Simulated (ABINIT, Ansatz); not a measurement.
# LiCl (Fm-3m): one start, several treatments of the self-energy, part 2 of 2

Wanted: the gap of LiCl (Fm-3m) under several approximations, with cost.

ABINIT 10.8.3; PBE and many-body steps on it, plane waves. Known limits of the many-body steps: not at the basis limit.

So far. Step 5 (G0W0, Hybertsen-Louie plasmon pole): Against G0W0 in ABINIT (6×6×6 mesh, 256 bands, screening to 283 eV, Godby-Needs plasmon pole), the gap moves by +0.278 eV. Step 6 (G0W0, Engel-Farid plasmon pole): Against G0W0 in ABINIT (6×6×6 mesh, 256 bands, screening to 283 eV, Godby-Needs plasmon pole), the gap moves by +0.196 eV.

### 7. One-shot Hartree-Fock

This step: one-shot Hartree-Fock on PBE, plane waves, norm-conserving pseudopotentials.

run.abi

```
acell 3*1.0 Angstrom
rprim 
  0.000000000000 2.571500000000 2.571500000000
  2.571500000000 0.000000000000 2.571500000000
  2.571500000000 2.571500000000 -0.000000000000
ntypat 2
znucl 3 17
natom 2
typat 1 2
xred 
  0.000000000000 0.000000000000 0.000000000000
  0.500000000000 0.500000000000 0.500000000000
pp_dirpath "pseudos"
pseudos "Li.upf, Cl.upf"
ecut 33
ngkpt 6 6 6
nshiftk 1
shiftk 0 0 0
kptopt 1
chksymbreak 0
istwfk *1
occopt 1
irdwfk 1
optdriver 4
nband 9
gwcalctyp 5
ecutsigx 33
symsigma 1
nkptgw 1
kptgw 
  0.0000000000 0.0000000000 0.0000000000
bdgw 
  3 9
ixc_sigma 40
fftgw 31
indata_prefix "in"
outdata_prefix "out"
tmpdata_prefix "tmp"
```

On the command line:

```
> OMP_NUM_THREADS=1 mpirun -n 4 abinit run.abi > log
```

Log:

```text
.Version 10.8.3 of ABINIT. v10.8.2 released Aug 2026.

 Symmetries : space group Fm -3 m (#225); Bravais cF (face-center cubic)
[... echo of the input left out ...]
== DATASET  1 ==================================================================
-   mpi_nproc: 4, omp_nthreads: 1 (-1 if OMP is not activated)

--- !DatasetInfo
iteration_state: {dtset: 1, }
dimensions: {natom: 2, nkpt: 16, mband: 9, nsppol: 1, nspinor: 1, nspden: 1, mpw: 2092, }
cutoff_energies: {ecut:  33.0, pawecutdg:  -1.0, }
[...]
7  11.985  -9.607  -4.365   0.000   1.000   0.000  -4.365   5.242  17.227
        8  11.985  -9.607  -4.365   0.000   1.000   0.000  -4.365   5.242  17.227
        9  11.985  -9.607  -4.365   0.000   1.000   0.000  -4.365   5.242  17.227

== END DATASET(S) ==============================================================
================================================================================

 -outvars: echo values of variables after computation  --------
           etotal      0.0000000000E+00
            nband           9
             nkpt          16
          spgroup         225
 [... the other variables as echoed above ...]

 Calculation completed.
```

It took 2.2 s on 4 MPI ranks of Intel Xeon Platinum 8375C at 2.90GHz (Ice Lake), shared host; peak memory 0.16 GiB; 7.9 s of CPU time.

This step gave:

```yaml
quasiparticle_gap_on_the_points_computed: 15.06 eV
starting_gap_on_the_mesh: 6.285 eV
k_of_the_valence_top: 0, 0, 0
k_of_the_conduction_bottom: 0, 0, 0
least_direct_quasiparticle_gap_on_the_computed_points: 15.06 eV
```

Against G0W0 in ABINIT (6×6×6 mesh, 256 bands, screening to 283 eV, Godby-Needs plasmon pole), the gap moves by +6.028 eV.

### 8. Screening, 6×6×6 mesh, 256 bands, screening to 283 eV

This step: RPA screening on PBE, plane waves, norm-conserving pseudopotentials.

run.abi, as its differences from that of step 7:

```diff
@@ -23,14 +23,14 @@
 irdwfk 1
-optdriver 4
-nband 9
-gwcalctyp 5
-ecutsigx 33
-symsigma 1
-nkptgw 1
-kptgw 
-  0.0000000000 0.0000000000 0.0000000000
-bdgw 
-  3 9
-ixc_sigma 40
-fftgw 31
+optdriver 3
+nband 256
+ecuteps 10.4
+inclvkb 2
+awtr 1
+symchi 1
+gwcalctyp 2
+nfreqre 16
+freqremax 40 eV
+nfreqim 8
+spmeth 1
+nomegasf 120
 indata_prefix "in"
```

Log:

```text
.Version 10.8.3 of ABINIT. v10.8.2 released Aug 2026.

 Symmetries : space group Fm -3 m (#225); Bravais cF (face-center cubic)
[... echo of the input left out ...]
== DATASET  1 ==================================================================
-   mpi_nproc: 4, omp_nthreads: 1 (-1 if OMP is not activated)

--- !DatasetInfo
iteration_state: {dtset: 1, }
dimensions: {natom: 2, nkpt: 16, mband: 256, nsppol: 1, nspinor: 1, nspden: 1, mpw: 2092, }
cutoff_energies: {ecut:  33.0, pawecutdg:  -1.0, }
electrons: {nelect:   1.00000000E+01, charge:   0.00000000E+00, occopt:   1.00000000E+00, tsmear:   1.00000000E-02, }

 SCREENING: Calculation of the susceptibility and dielectric matrices

 Based on a program developped by R.W. Godby, V. Olevano, G. Onida, and L. Reining.
 Incorporated in ABINIT by V. Olevano, G.-M. Rignanese, and M. Torrent.
.Using double precision arithmetic ; gwpc =  8

[... cell and pseudopotentials left out ...]
--------------------------------------------------------------------------------

 ==== K-mesh for the wavefunctions ====
 Number of points in the irreducible wedge :    16
[... list of points left out ...]
 Together with 48 symmetry operations and time-reversal symmetry
 yields   216 points in the full Brillouin Zone.

 ==== Q-mesh for the screening function ====
 Number of points in the irreducible wedge :    16
[... list of points left out ...]
 Together with 48 symmetry operations and time-reversal symmetry
 yields   216 points in the full Brillouin Zone.

 setmesh: FFT mesh size selected  =    27x   27x   27
          total number of points  =        19683

 vcoul_init : cutoff-mode = AUXILIARY_FUNCTION
 q-points for optical limit:   1
     1)      0.000010    0.000020    0.000030

- screening: taking advantage of time-reversal symmetry
- Maximum band index for partially occupied states nbvw = 5
- Remaining bands to be divided among processors   nbcw = 251
- Number of bands treated by each node ~62

 Number of electrons calculated from density =   10.0000; Expected =   10.0000
 average of density, n =  0.043573
 r_s =    1.7629
 omega_plasma =   20.1355 [eV]

 calculating chi0 at frequencies [eV] :
  1    0.000000E+00    0.000000E+00
  2    2.666667E+00    0.000000E+00
  3    5.333333E+00    0.000000E+00
[...]
23    0.000000E+00    5.128162E+01
 24    0.000000E+00    7.220509E+01

--------------------------------------------------------------------------------
  q-point number  1        q = ( 0.000000, 0.000000, 0.000000) [r.l.u.]
--------------------------------------------------------------------------------
[... chi0 elements left out ...]
  [... further frequencies ...]

 No. of calculated frequencies >  15, stop printing
 For q-point:  0.000010 0.000020 0.000030
  dielectric constant =   2.7836
  dielectric constant without local fields =   3.2920

  Average fulfillment of the sum rule on Im[epsilon] for q-point    1 :     91.77  [%]
[... wings left out ...]
  q-point number  2        q = ( 0.166667, 0.000000, 0.000000) [r.l.u.]
--------------------------------------------------------------------------------
[... chi0 elements left out ...]
  [... further frequencies ...]

 No. of calculated frequencies >  15, stop printing
  Average fulfillment of the sum rule on Im[epsilon] for q-point    2 :     93.84  [%]

 [... 14 further q-points ...]
```

The job ended after 10 min (4 MPI ranks; peak memory 2.5 GiB).

Numbers from this step:

- ε∞ with local fields, on this mesh, along the program's q direction: 2.784
- the same without local fields: 3.292
- plasma frequency: 20.14 eV
- plane waves in the screening matrix: 339

### 9. G0W0, contour deformation

This step: G0W0 on PBE, plane waves, norm-conserving pseudopotentials.

run.abi, as its differences from that of step 8:

```diff
@@ -23,14 +23,14 @@
 irdwfk 1
-optdriver 3
+optdriver 4
 nband 256
+gwcalctyp 2
+ecutsigx 33
+symsigma 1
+nkptgw 1
+kptgw 
+  0.0000000000 0.0000000000 0.0000000000
+bdgw 
+  3 9
 ecuteps 10.4
-inclvkb 2
-awtr 1
-symchi 1
-gwcalctyp 2
-nfreqre 16
-freqremax 40 eV
-nfreqim 8
-spmeth 1
-nomegasf 120
+irdscr 1
 indata_prefix "in"
```

Log:

```text
.Version 10.8.3 of ABINIT. v10.8.2 released Aug 2026.

 Symmetries : space group Fm -3 m (#225); Bravais cF (face-center cubic)
[... echo of the input left out ...]
== DATASET  1 ==================================================================
-   mpi_nproc: 4, omp_nthreads: 1 (-1 if OMP is not activated)

--- !DatasetInfo
iteration_state: {dtset: 1, }
dimensions: {natom: 2, nkpt: 16, mband: 256, nsppol: 1, nspinor: 1, nspden: 1, mpw: 2092, }
cutoff_energies: {ecut:  33.0, pawecutdg:  -1.0, }
[...]
4   0.193 -14.693 -19.029   1.754   0.791  -0.263 -16.737  -2.043  -1.851
[...]
9  11.985  -9.607  -4.365  -3.879   0.827  -0.209  -8.480   1.127  13.112
        9   0.000   0.000   0.000  -0.004   0.000   0.000  -0.004  -0.004  -0.004

== END DATASET(S) ==============================================================
================================================================================

 -outvars: echo values of variables after computation  --------
           etotal      0.0000000000E+00
            nband         256
             nkpt          16
          spgroup         225
 [... the other variables as echoed above ...]

 Calculation completed.
```

It took 25 s on 4 MPI ranks; peak memory 3 GiB; 98 s of CPU time.

This step gave:

```
G0W0 gap on the points computed              : 9.002 eV
starting gap on the mesh                     : 6.285 eV
k of the valence top                         : 0, 0, 0
k of the conduction bottom                   : 0, 0, 0
least direct G0W0 gap on the computed points : 9.002 eV
```

Against G0W0 in ABINIT (6×6×6 mesh, 256 bands, screening to 283 eV, Godby-Needs plasmon pole), the gap moves by −0.028 eV.

### 10. Side by side

Times are wall times on 4 MPI ranks of Intel Xeon Platinum 8375C at 2.90GHz (Ice Lake), shared host, good to a factor of about two. A run's time includes the screening step that it read.

```tsv
run	mesh	bands	screening cutoff (eV)	DFT gap (eV)	gap on the mesh (eV)	direct (eV)	ε∞ used	time
G0W0, Godby-Needs plasmon pole	6×6×6	256	283	6.285	9.030	9.030	2.75	3.6 min
G0W0, Hybertsen-Louie plasmon pole	6×6×6	256	283	6.285	9.308	9.308	2.75	3.6 min
G0W0, Engel-Farid plasmon pole	6×6×6	256	283	6.285	9.226	9.226	2.75	3.4 min
one-shot Hartree-Fock	6×6×6	-	-	6.285	15.058	15.058	-	2.2 s
G0W0, contour deformation	6×6×6	256	283	6.285	9.002	9.002	2.78	11 min
```

### 11. Results

* G0W0, Godby-Needs plasmon pole: 9.030 eV
* G0W0, Hybertsen-Louie plasmon pole: 9.308 eV
* G0W0, Engel-Farid plasmon pole: 9.226 eV
* one-shot Hartree-Fock: 15.058 eV
* G0W0, contour deformation: 9.002 eV
* known limits: not at the basis limit

What this shows: G0W0, Hybertsen-Louie plasmon pole: +0.278 eV against G0W0, Godby-Needs plasmon pole. G0W0, Engel-Farid plasmon pole: +0.196 eV against G0W0, Godby-Needs plasmon pole. One-shot Hartree-Fock: +6.028 eV against G0W0, Godby-Needs plasmon pole. G0W0, contour deformation: −0.028 eV against G0W0, Godby-Needs plasmon pole. Bare exchange alone opens the gap to 15.06 eV; against G0W0, correlation takes back 6.03 eV. Bands and cutoff are finite, so the gap is not at the basis limit. The miss can reach some tenths of an eV and take either sign; the mesh is an error of its own. In the first G0W0 run levels were corrected at 1 k point alone, so a gap called «on the mesh» is the least over those, and an edge elsewhere would be missed.

[Paths, hosts, dates, memory and timing lines, banners, echoed tables and standing remarks are left out of the program output.]

[Logs are printed without paths, hosts, clocks, repeated set-up lines and the standing remarks that a program may print on its own settings, such as how far it seeks lower states.]

[Runs of the session that timed out or met a known fault of the program may be left out.]

[No measured gap is set beside runs whose start may be inverted or whose files or cutoffs have a known fault.]

[Hosts, paths, dates, database ids (printed as entryN), source tags and the programs' standing remarks are cut or masked in the printed files.]

[G0W0 gaps are taken among the corrected bands and points alone; a level outside them can change the order at an edge.]

[Where Ansatz stands beside ABINIT at settings called matched, ABINIT's density can come from a denser mesh and the files from another edition; pairs whose starting gaps differed by over 0.03 eV were left out, so agreement reads better than it is.]
